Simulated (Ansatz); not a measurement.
# B on Ir(111): change of the work function

How does B on the fcc site change the work function of Ir(111) as the layer fills?

Main program and level: Ansatz 0.2.0; plane-wave DFT, LDA, Ansatz PAW.

Report form: the programs' logs are mostly left out.

**1. Starting point**

The cell holds 4 atoms: 4 Ir. Cell: a = 2.715 Å, b = 2.715 Å, c = 24.651 Å, α = 90.0°, β = 90.0°, γ = 60.0°. Vacuum lies along c.

**2. The clean slab**

The bare slab comes first, as the zero from which every change is counted. The two lowest layers are held at bulk places and the upper ones relax. The dipole correction removes the false field that a one-sided slab makes across the periodic vacuum, so each face gets a flat vacuum level of its own.

input.yaml

```yaml
crystal:
  lattice:
    - [2.7152900398, 0.0, 0.0]
    - [1.3576450199, 2.3515101531, 0.0]
    - [0.0, 0.0, 24.6510751011]
  atoms:
    - { symbol: Ir, position: [0.0, 0.0, 0.3650956383] }
    - { symbol: Ir, position: [0.3333333333, 0.3333333333, 0.4550318794] }
    - { symbol: Ir, position: [0.6666666667, 0.6666666667, 0.5449681206] }
    - { symbol: Ir, position: [0.0, 0.0, 0.6349043617] }
kpoints:
  mp_grid: { grid: [13, 13, 1] }
hamiltonian:
  xc: lda
scf:
  occupations: { method: fermi_dirac, width: 0.1 }
  convergence: { dr2_threshold: 1.0e-08 }
efield:
  axis: 3
  dipole_correction: true
  ramp_position: 0.97
  ramp_width: 0.06
relax:
  f_tol: 0.02
  max_steps: 60
  constraints: [{ sites: [0, 1] }]
output:
  write_potential: true
  write_density: true
  volumetric_format: npy
```

Launch:

```console
$ ansatz run input.yaml --threads 4 --pin off --max-ram 12288MiB --backend cpu --events-out ev --progress --plain --runs-dir out
```

Run time: 15 s. Hardware: 4 threads of Intel Xeon Platinum 8259CL at 2.50GHz (Skylake/Cascade Lake), shared host; peak memory 0.5 GiB.

The steps of the relaxation:

| step | energy less that of the first step (eV) | largest force component (eV/Å) |
| --- | --- | --- |
| 1 | 0.0000 | 0.8188 |
| 2 | -0.0304 | 0.7666 |
| 3 | -0.0522 | 0.1060 |
| 4 | -0.0525 | 0.0142 |

The run keeps the 6 symmetry operations that it works with, so distortions that break them were not tested.

The atoms that moved most (Å):

| atom | dx | dy | dz | length |
| --- | --- | --- | --- | --- |
| Ir4 | 0.000 | 0.000 | -0.128 | 0.128 |
| Ir3 | 0.000 | 0.000 | -0.061 | 0.061 |

Numbers from this step:

```
energy at zero smearing        : -46651.2664 eV
work function, upper face      : 5.814 eV
work function, lower face      : 5.856 eV
dipole along the normal        : 0.001463 e·Å
step between the vacuum levels : -0.04147 eV
```

Running mean over 2.217 Å of the planar mean; the ramp of the sawtooth is left out. Electron's electrostatic potential energy less the Fermi level against z:

| z (Å) | electron's electrostatic potential energy less the Fermi level (eV) |
| --- | --- |
| 3.5 | 5.86 |
| 4.0 | 5.86 |
| 4.5 | 5.85 |
| 5.0 | 5.85 |
| 5.5 | 5.84 |
| 6.0 | 5.78 |
| 6.5 | 5.55 |
| 7.0 | 4.64 |
| 7.5 | 1.14 |
| 8.0 | -5.19 |
| 8.5 | -10.6 |
| 9.0 | -12.5 |
| 9.5 | -12.9 |
| 10.0 | -13.1 |
| 10.5 | -13.2 |
| 11.0 | -13.4 |
| 11.5 | -13.7 |
| 12.0 | -14.1 |
| 12.5 | -14.2 |
| 13.0 | -13.8 |
| 13.5 | -13.6 |
| 14.0 | -13.9 |
| 14.5 | -14.0 |
| 15.0 | -13.5 |
| 15.5 | -12.7 |
| 16.0 | -10.8 |
| 16.5 | -5.56 |
| 17.0 | 0.835 |
| 17.5 | 4.50 |
| 18.0 | 5.49 |
| 18.5 | 5.73 |
| 19.0 | 5.79 |
| 19.5 | 5.81 |
| 20.0 | 5.81 |
| 20.5 | 5.81 |
| 21.0 | 5.81 |
| 21.5 | 5.81 |

The relaxation took 4 steps and lowered the energy by 0.053 eV; the largest force on the free atoms ends at 0.014 eV/Å.

The work function of the upper face is 5.81 eV.

**3. The covered slab, k-mesh 7×7×1, coverage 0.25 ML**

System of this step: BIr16 (B/Ir(111)). The cell holds 17 atoms: 16 Ir and 1 B. Its edges and angles: a = 5.431 Å, b = 5.431 Å, c = 26.137 Å, α = 90.0°, β = 90.0°, γ = 60.0°. Vacuum lies along c.

The clean slab as it ended is repeated in the plane and the adsorbate is set on one face; the cell's size fixes the coverage, and the k-mesh shrinks with it to keep the sampling density about even. Adsorbate and upper layers relax, since the dipole depends on the height.

input.yaml

```yaml
crystal:
  lattice:
    - [5.4305800796, 0.0, 0.0]
    - [2.7152900398, 4.7030203062, 0.0]
    - [0.0, 0.0, 26.1365840189]
  atoms:
    - { symbol: Ir, position: [0.0, 0.0, 0.3443449226] }
    - { symbol: Ir, position: [0.1666666667, 0.1666666667, 0.429169513] }
    - { symbol: Ir, position: [0.3333333333, 0.3333333333, 0.5116639342] }
    - { symbol: Ir, position: [0.0, 0.0, 0.5939036925] }
    - { symbol: Ir, position: [0.0, 0.5, 0.3443449226] }
    - { symbol: Ir, position: [0.1666666667, 0.6666666667, 0.429169513] }
    - { symbol: Ir, position: [0.3333333333, 0.8333333333, 0.5116639342] }
    - { symbol: Ir, position: [0.0, 0.5, 0.5939036925] }
    - { symbol: Ir, position: [0.5, 0.0, 0.3443449226] }
    - { symbol: Ir, position: [0.6666666667, 0.1666666667, 0.429169513] }
    - { symbol: Ir, position: [0.8333333333, 0.3333333333, 0.5116639342] }
    - { symbol: Ir, position: [0.5, 0.0, 0.5939036925] }
    - { symbol: Ir, position: [0.5, 0.5, 0.3443449226] }
    - { symbol: Ir, position: [0.6666666667, 0.6666666667, 0.429169513] }
    - { symbol: Ir, position: [0.8333333333, 0.8333333333, 0.5116639342] }
    - { symbol: Ir, position: [0.5, 0.5, 0.5939036925] }
    - { symbol: B, position: [0.1666666667, 0.1666666667, 0.6556550774] }
kpoints:
  mp_grid: { grid: [7, 7, 1] }
hamiltonian:
  xc: lda
scf:
  occupations: { method: fermi_dirac, width: 0.1 }
  convergence: { dr2_threshold: 1.0e-08 }
efield:
  axis: 3
  dipole_correction: true
  ramp_position: 0.97
  ramp_width: 0.06
relax:
  f_tol: 0.02
  max_steps: 60
  constraints: [{ sites: [0, 1, 4, 5, 8, 9, 12, 13] }]
output:
  bader: true
  dos: { projected: true, e_range: [-8, 4] }
  write_potential: true
  write_density: true
  volumetric_format: npy
  elf: true
```

It took 3.4 min on 4 threads; peak memory 2.7 GiB; 13 min of CPU time.

The steps of the relaxation:

| step | energy less that of the first step (eV) | largest force component (eV/Å) |
| --- | --- | --- |
| 1 | 0.0000 | 3.7345 |
| 2 | -0.8214 | 1.6225 |
| 3 | -0.9563 | 0.4281 |
| 4 | -0.9682 | 0.0790 |
| 5 | -0.9692 | 0.0053 |

Forces are held to the 6 operations that the run works with; a distortion that breaks them can't arise in this run.

The atoms that moved most (Å):

| atom | dx | dy | dz | length |
| --- | --- | --- | --- | --- |
| B17 | 0.000 | 0.000 | -0.371 | 0.371 |
| Ir4 | -0.052 | -0.030 | 0.076 | 0.097 |
| Ir12 | 0.052 | -0.030 | 0.076 | 0.097 |
| Ir8 | 0.000 | 0.060 | 0.076 | 0.097 |
| Ir15 | 0.000 | 0.000 | -0.049 | 0.049 |
| Ir7 | 0.000 | 0.000 | 0.011 | 0.011 |
| Ir3 | 0.000 | 0.000 | 0.011 | 0.011 |
| Ir11 | 0.000 | 0.000 | 0.011 | 0.011 |

Final coordinates:

```cif
data_structure
_symmetry_space_group_name_H-M 'P 1'
_symmetry_Int_Tables_number 1
_cell_length_a 5.4306
_cell_length_b 5.4306
_cell_length_c 26.1366
_cell_angle_alpha 90.000
_cell_angle_beta 90.000
_cell_angle_gamma 60.000
_cell_volume 667.53
loop_
_atom_site_label
_atom_site_type_symbol
_atom_site_fract_x
_atom_site_fract_y
_atom_site_fract_z
_atom_site_occupancy
Ir1 Ir 0.00000 0.00000 0.34434 1
Ir2 Ir 0.16667 0.16667 0.42917 1
Ir3 Ir 0.33339 0.33339 0.51210 1
Ir4 Ir 0.99358 0.99358 0.59681 1
Ir5 Ir 0.00000 0.50000 0.34434 1
Ir6 Ir 0.16667 0.66667 0.42917 1
Ir7 Ir 0.33339 0.83323 0.51210 1
Ir8 Ir 0.99358 0.51283 0.59681 1
Ir9 Ir 0.50000 0.00000 0.34434 1
Ir10 Ir 0.66667 0.16667 0.42917 1
Ir11 Ir 0.83323 0.33339 0.51210 1
Ir12 Ir 0.51283 0.99358 0.59681 1
Ir13 Ir 0.50000 0.50000 0.34434 1
Ir14 Ir 0.66667 0.66667 0.42917 1
Ir15 Ir 0.83333 0.83333 0.50981 1
Ir16 Ir 0.50000 0.50000 0.59407 1
B17 B 0.16667 0.16667 0.64148 1
```

Numbers from this step:

* energy at zero smearing: -186754.7610 eV
* work function, upper face: 5.662 eV
* work function, lower face: 5.842 eV
* dipole along the normal: 0.02533 e·Å
* step between the vacuum levels: -0.1794 eV

Running mean over 2.217 Å of the planar mean; the ramp of the sawtooth is left out. Electron's electrostatic potential energy less the Fermi level against z:

z (Å), electron's electrostatic potential energy less the Fermi level (eV) and a bar from the least value:
```
      3.5        5.8 ##############################
      4.0        5.8 ##############################
      4.5        5.8 ##############################
      5.0        5.8 ##############################
      5.5        5.8 ##############################
      6.0        5.8 ##############################
      6.5        5.5 ##############################
      7.0        4.6 ############################
      7.5        1.1 #######################
      8.0       -5.2 #############
      8.5      -10.6 #####
      9.0      -12.5 ##
      9.5      -12.9 ##
     10.0      -13.1 ##
     10.5      -13.2 #
     11.0      -13.4 #
     11.5      -13.6 #
     12.0      -14.1 
     12.5      -14.1 
     13.0      -13.7 #
     13.5      -13.4 #
     14.0      -13.4 #
     14.5      -13.3 #
     15.0      -13.2 #
     15.5      -13.3 #
     16.0      -12.4 ###
     16.5       -7.8 #########
     17.0       -1.4 ###################
     17.5        2.8 ##########################
     18.0        4.6 ############################
     18.5        5.4 #############################
     19.0        5.6 ##############################
     19.5        5.6 ##############################
     20.0        5.7 ##############################
     20.5        5.7 ##############################
     21.0        5.7 ##############################
     21.5        5.7 ##############################
     22.0        5.7 ##############################
     22.5        5.7 ##############################
     23.0        5.7 ##############################
```

The density of states has structure finer than the step of the table below, so its rows give means over 0.5 eV, whole bins alone (the curve runs from -8 to 1.98 eV). Peaks (eV: height): -5.02: 37.0, -4.15: 39.0, -3.82: 37.7, -3.64: 36.4, -2.11: 74.2, -1.89: 47.0, 0.81: 36.1.

Table of density of states by energy, zero at the Fermi level; means over each step:

| energy (eV) | density of states (states/eV a cell) |
| --- | --- |
| -7.5 | 10.9 |
| -7.0 | 15.4 |
| -6.5 | 17.4 |
| -6.0 | 14.8 |
| -5.5 | 14.5 |
| -5.0 | 18.6 |
| -4.5 | 15.0 |
| -4.0 | 24.5 |
| -3.5 | 27.8 |
| -3.0 | 22.4 |
| -2.5 | 16.0 |
| -2.0 | 22.5 |
| -1.5 | 18.6 |
| -1.0 | 19.6 |
| -0.5 | 17.3 |
| 0.0 | 18.2 |
| 0.5 | 22.0 |
| 1.0 | 18.6 |
| 1.5 | 7.71 |

Projected DOS per atom over height of the atomic layer and energy from the Fermi level. Layers: Ir4 Ir4 Ir4 Ir4 B from below.

Values in states/eV, 22 rows by 5 columns, each cell a mean:
```
0.34 0.27 0.27 0.32 0.54
0.64 0.60 0.67 0.60 0.51
1.14 1.49 1.34 0.85 0.36
1.41 1.34 1.29 1.12 0.40
1.22 1.01 0.93 0.98 0.42
1.24 0.83 0.82 1.17 0.31
1.58 0.91 0.92 1.32 0.36
1.51 0.88 1.15 1.19 0.53
1.26 0.89 0.89 1.03 0.26
1.21 0.83 0.74 1.31 0.52
1.97 0.80 0.76 1.09 0.41
1.74 1.32 1.30 1.52 0.38
1.69 1.72 1.77 1.83 0.57
1.03 1.23 1.29 1.51 0.70
0.73 0.95 0.96 0.89 0.32
1.05 1.18 1.20 1.08 0.35
0.78 0.92 0.85 1.04 0.21
0.86 0.99 0.93 0.76 0.23
0.81 1.35 1.21 0.79 0.20
0.45 1.39 1.42 0.73 0.19
0.34 1.02 1.07 0.41 0.13
0.24 0.64 0.69 0.22 0.11
```
Columns: height of the atomic layer (Å) from 9 to 16.8 (not evenly spaced); rows upwards: energy from the Fermi level (eV) from -7.96 to 1.95.

Electrostatic potential energy in the ca plane at fractional y = 0.167, with atoms of Ir and B within 0.2 Å of it. With pseudopotentials it is smooth inside the atoms' cores, unlike the true potential.

Ten even steps from '0' (-50 eV) to '9' (11 eV), each cell a mean:
```
75357898888875347886457899999999999999999999
75457888788875347886457999999999999999999999
87678874236887678987678999999999999999999999
99889840002788889998889999999999999999999999
99999830001789999999999999999999999999999999
98888840003788889998889999999999999999999999
87678875347887668887668999999999999999999999
75357898888875347886447999999999999999999999
75457888788875347886457899999999999999999999
87678874236887678988777778999999999999999999
99889840002788889999885116899999999999999999
99999830001789999999983004899999999999999999
98888840003788889998886226899999999999999999
87678875347887668887677788999999999999999999
```
Columns run along c (16.0 Å, from fractional 0.31 to 0.93 of the cell; values clipped at the 3rd and 97th percentile), rows up along a (5.4 Å). Atoms in or near the plane, at fractional coordinates: Ir at (0.43, 0.17), Ir at (0.43, 0.67), B at (0.64, 0.17).

Valence density in the ca plane at fractional y = 0.167, with atoms of Ir and B within 0.2 Å of it. It is the smooth field of the valence electrons, not physical close to the nuclei.

Ten steps, logarithmic in the rise over the least value, from '0' (0.0 e/Å³) to '9' (9.0 e/Å³), each cell a mean:
```
46664333433345664345664321000000000000000000
45654333443345664345664311000000000000000000
34543346765334543334543210000000000000000000
23333368997433332223332210000000000000000000
23333479998433332223332110000000000000000000
23333368997433333233433210000000000000000000
34554345664334543334553210000000000000000000
46664333433345664345664321000000000000000000
45654333443345664345654321100000000000000000
34543346765334543334444432100000000000000000
23333368997433332223344443200000000000000000
23333479998433332222344433210000000000000000
23333368997433333223344443200000000000000000
34554345664334543334554432100000000000000000
```
Columns run along c (16.0 Å, from fractional 0.31 to 0.93 of the cell), rows up along a (5.4 Å). Atoms in or near the plane, at fractional coordinates: Ir at (0.43, 0.17), Ir at (0.43, 0.67), B at (0.64, 0.17).

ELF in the ca plane at fractional y = 0.167, with atoms of Ir and B within 0.2 Å of it. It is the smooth field of the valence electrons, not physical close to the nuclei.

Ten even steps from '0' (0.00) to '9' (0.74), each cell a mean:
```
35654333443335653444554577642000000000000000
35553333443335653444554443310000000000000000
44433435764443443333443332100000000000000000
44434358886343333223444321000000000000000000
44444368577334432223444321000000000000000000
44434358886343333233444321000000000000000000
44443435654444443334444332100000000000000000
35654333443335653444554444321000000000000000
35553333443335653444444688642100000000000000
44433435764443443333347999964100000000000000
44434358886343333223467447975200000000000000
44444368577334432223465005885210000000000000
44434358886343333223467558975200000000000000
44443435654443443333346999863100000000000000
```
Columns run along c (16.0 Å, from fractional 0.31 to 0.93 of the cell), rows up along a (5.4 Å). Atoms in or near the plane, at fractional coordinates: Ir at (0.43, 0.17), Ir at (0.43, 0.67), B at (0.64, 0.17).

The relaxation took 5 steps and lowered the energy by 0.97 eV; the largest force on the free atoms ends at 0.0053 eV/Å.

By hand: a sheet of dipoles makes a step −p/(ε₀A) in the electron's potential. With e/ε₀ = 180.95 V·Å, p = 0.02533 e·Å and A = 25.54 Å², that is −180.95 × (0.02533) / 25.54 = -0.179 eV, and the two vacuum levels of the run differ by -0.179 eV.

The covered face has 5.66 eV, -0.15 eV against the clean one; the bare back face has moved by -0.01 eV, a measure of how thin the slab is.

**4. Adsorbate added, k-mesh 7×7×1, coverage 0.5 ML**

System of this step: BIr8 (B/Ir(111)). The cell holds 18 atoms: 16 Ir and 2 B. Cell: a = 5.431 Å, b = 5.431 Å, c = 26.137 Å, α = 90.0°, β = 90.0°, γ = 60.0°. Vacuum lies along c.

Another coverage, to see how the dipoles act on each other as their distance changes.

Changes to input.yaml since step 3:

```diff
@@ -23,2 +23,3 @@
     - { symbol: B, position: [0.1666666667, 0.1666666667, 0.6556550774] }
+    - { symbol: B, position: [0.6666666667, 0.1666666667, 0.6556550774] }
 kpoints:
@@ -45,2 +46 @@
   volumetric_format: npy
-  elf: true
```

Run time: 7 min. Hardware: 4 threads; peak memory 3.3 GiB.

Step by step:

| step | energy less that of the first step (eV) | largest force component (eV/Å) |
| --- | --- | --- |
| 1 | 0.0000 | 3.0170 |
| 2 | -1.4424 | 1.5432 |
| 3 | -1.6715 | 0.7434 |
| 4 | -1.7245 | 0.3081 |
| 5 | -1.7386 | 0.0636 |
| 6 | -1.7396 | 0.0117 |

The run keeps the 4 symmetry operations that it works with, so distortions that break them were not tested.

The atoms that moved most (Å):

| atom | dx | dy | dz | length |
| --- | --- | --- | --- | --- |
| Ir4 | 0.000 | -0.244 | 0.210 | 0.322 |
| Ir12 | 0.000 | -0.244 | 0.210 | 0.322 |
| B18 | 0.000 | -0.018 | -0.272 | 0.272 |
| B17 | 0.000 | -0.018 | -0.272 | 0.272 |
| Ir16 | 0.000 | -0.123 | 0.056 | 0.135 |
| Ir8 | 0.000 | -0.123 | 0.056 | 0.135 |
| Ir7 | 0.000 | 0.027 | -0.002 | 0.027 |
| Ir15 | 0.000 | 0.027 | -0.002 | 0.027 |

The relaxed structure:

```cif
data_structure
_symmetry_space_group_name_H-M 'P 1'
_symmetry_Int_Tables_number 1
_cell_length_a 5.4306
_cell_length_b 5.4306
_cell_length_c 26.1366
_cell_angle_alpha 90.000
_cell_angle_beta 90.000
_cell_angle_gamma 60.000
_cell_volume 667.53
loop_
_atom_site_label
_atom_site_type_symbol
_atom_site_fract_x
_atom_site_fract_y
_atom_site_fract_z
_atom_site_occupancy
Ir1 Ir 0.00000 0.00000 0.34434 1
Ir2 Ir 0.16667 0.16667 0.42917 1
Ir3 Ir 0.33234 0.33532 0.51137 1
Ir4 Ir 0.02589 0.94822 0.60195 1
Ir5 Ir 0.00000 0.50000 0.34434 1
Ir6 Ir 0.16667 0.66667 0.42917 1
Ir7 Ir 0.33050 0.83900 0.51160 1
Ir8 Ir 0.01307 0.47385 0.59604 1
Ir9 Ir 0.50000 0.00000 0.34434 1
Ir10 Ir 0.66667 0.16667 0.42917 1
Ir11 Ir 0.83234 0.33532 0.51137 1
Ir12 Ir 0.52589 0.94822 0.60195 1
Ir13 Ir 0.50000 0.50000 0.34434 1
Ir14 Ir 0.66667 0.66667 0.42917 1
Ir15 Ir 0.83050 0.83900 0.51160 1
Ir16 Ir 0.51307 0.47385 0.59604 1
B17 B 0.16861 0.16277 0.64526 1
B18 B 0.66861 0.16277 0.64526 1
```

Numbers from this step:

| Property | Result |
| --- | --- |
| energy at zero smearing | -186904.0935 eV |
| work function, upper face | 5.342 eV |
| work function, lower face | 5.824 eV |
| dipole along the normal | 0.06804 e·Å |
| step between the vacuum levels | -0.4821 eV |

The density of states has structure finer than the step of the table below, so its rows give means over 0.5 eV, whole bins alone (the curve runs from -8 to 1.98 eV). Peaks (eV: height): -3.88: 33.8, -3.67: 42.4, -3.58: 31.1, -3.52: 31.5, -3.34: 42.7, -2.92: 32.0, -1.50: 30.5.

Density of states against energy, zero at the Fermi level; means over each step:

energy (eV), density of states (states/eV a cell) and a bar from the least value:
```
     -7.5        9.9 ###
     -7.0       15.1 ###########
     -6.5       16.7 ##############
     -6.0       16.7 ##############
     -5.5       13.0 ########
     -5.0       20.5 ###################
     -4.5       18.2 ################
     -4.0       22.8 #######################
     -3.5       27.4 ##############################
     -3.0       21.4 #####################
     -2.5       17.6 ###############
     -2.0       16.6 #############
     -1.5       20.9 ####################
     -1.0       19.4 ##################
     -0.5       16.5 #############
      0.0       18.7 #################
      0.5       20.4 ###################
      1.0       16.8 ##############
      1.5        7.9
```

Projected DOS per atom over height of the atomic layer and energy from the Fermi level. Layers: Ir4 Ir4 Ir4 Ir4 B2 from below.

Ten even steps from '0' (0.12 states/eV) to '9' (1.96 states/eV), each cell a mean:
```
11113
22212
57531
66531
65431
53341
74461
84651
63541
53351
94351
86650
88771
46672
34561
55661
23340
45441
36530
27630
15410
02200
```
Columns: height of the atomic layer (Å) from 9 to 16.9 (not evenly spaced); rows upwards: energy from the Fermi level (eV) from -7.96 to 1.95.

The relaxation took 6 steps and lowered the energy by 1.7 eV; the largest force on the free atoms ends at 0.012 eV/Å.

The covered face has 5.34 eV, -0.47 eV against the clean one; the bare back face has moved by -0.03 eV, a measure of how thin the slab is.

(Part 1 of 2 ends here.)

[Logs are printed without paths, hosts, clocks, repeated set-up lines and the standing remarks that a program may print on its own settings, such as how far it seeks lower states.]

[Hosts, paths, dates, database ids (printed as entryN), source tags and the programs' standing remarks are cut or masked in the printed files.]

[Maps of the electrostatic potential energy from Ansatz leave out the sawtooth potential of an applied field or a dipole correction, so their vacuum need not be flat; planar profiles and work functions include it.]

[The density of states shown here was stored with 400 of the rows of the run's finer table, so its peaks can read low, often by over a quarter, or be missed, and its means over a window can be off by a tenth or more.]
